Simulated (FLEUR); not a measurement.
# AlNi3: energy over the lowest against total spin moment, fitted and tested on a withheld row

System: AlNi3, 1 Al and 3 Ni in the cell, space group Pm-3m. Cell as run: a = 3.523, b = 3.523, c = 3.523 Å, angles 90.0, 90.0, 90.0°, 4 atoms. From the study “Fixed-spin-moment curve of AlNi3 with FLEUR”.

Method: PBE; all-electron FLAPW, Dirac cores, scalar-relativistic bands (FLEUR MaX-R8.1). Settings shared by all rows: kmax 4.14 1/bohr, hist occupations, smearing width 0.05 eV, 8×8×8 k-mesh.

Computed values, one withheld:

```
total spin moment (μB a cell)  energy over the lowest (meV a cell)
                            0                                 10.0
                        0.415                                  4.4
                      0.68981                                  0.0
                         0.83                                  2.5
                        1.245                                 74.2
                         1.66                                232.2
                        2.075                                    ?
                         2.49                                707.8
```

What energy over the lowest should the row at total spin moment = 2.075 μB a cell hold? Fit a suitable law to the other rows.

**Law.** Time reversal makes the energy at fixed moment even in the moment, so it is expanded as a Landau series in M². In symbols, E = c0 + c2 M² + c4 M⁴ + c6 M⁶, with energy over the lowest in meV a cell.

**Fit.** Least squares on 7 rows gives c0 = 8.2393, c2 = -40.177, c4 = 59.997 and c6 = -5.6968.

```
total spin moment (μB a cell)  computed     fit  computed − fit
                            0      10.0    8.24            1.76
                        0.415       4.4    3.07            1.33
                      0.68981       0.0    2.09           -2.09
                         0.83       2.5    7.17           -4.67
                        1.245      74.2   68.90            5.30
                         1.66     232.2  233.90           -1.70
                         2.49     707.8  707.72            0.08
```

The fit has a minimum at M = 0.594 μB a cell. Its quadratic term is negative, which makes M = 0 a maximum of the fitted curve.

**Prediction.** At total spin moment = 2.075 μB a cell the law predicts 492.79 meV a cell. The computed value is 442.4 meV a cell, 50.39 below the prediction (10.2 % of it). The row lies between fitted rows, so this is an interpolation. The miss is 17 times the rms residual of the fit, 2.98.

So the prediction fails: the law follows the fitted rows but not this one.

[Logs and program files are shortened in this print: banners, set-up blocks, solver, clock and traceback lines can be left out without a mark of their own.]

[Logs are printed without paths, hosts, clocks, repeated set-up lines and the standing remarks that a program may print on its own settings, such as how far it seeks lower states.]

[Hosts, paths, dates, database ids (printed as entryN), source tags and the programs' standing remarks are cut or masked in the printed files.]

[Where a cell is said to come from a database of computed structures, the database is the Materials Project.]
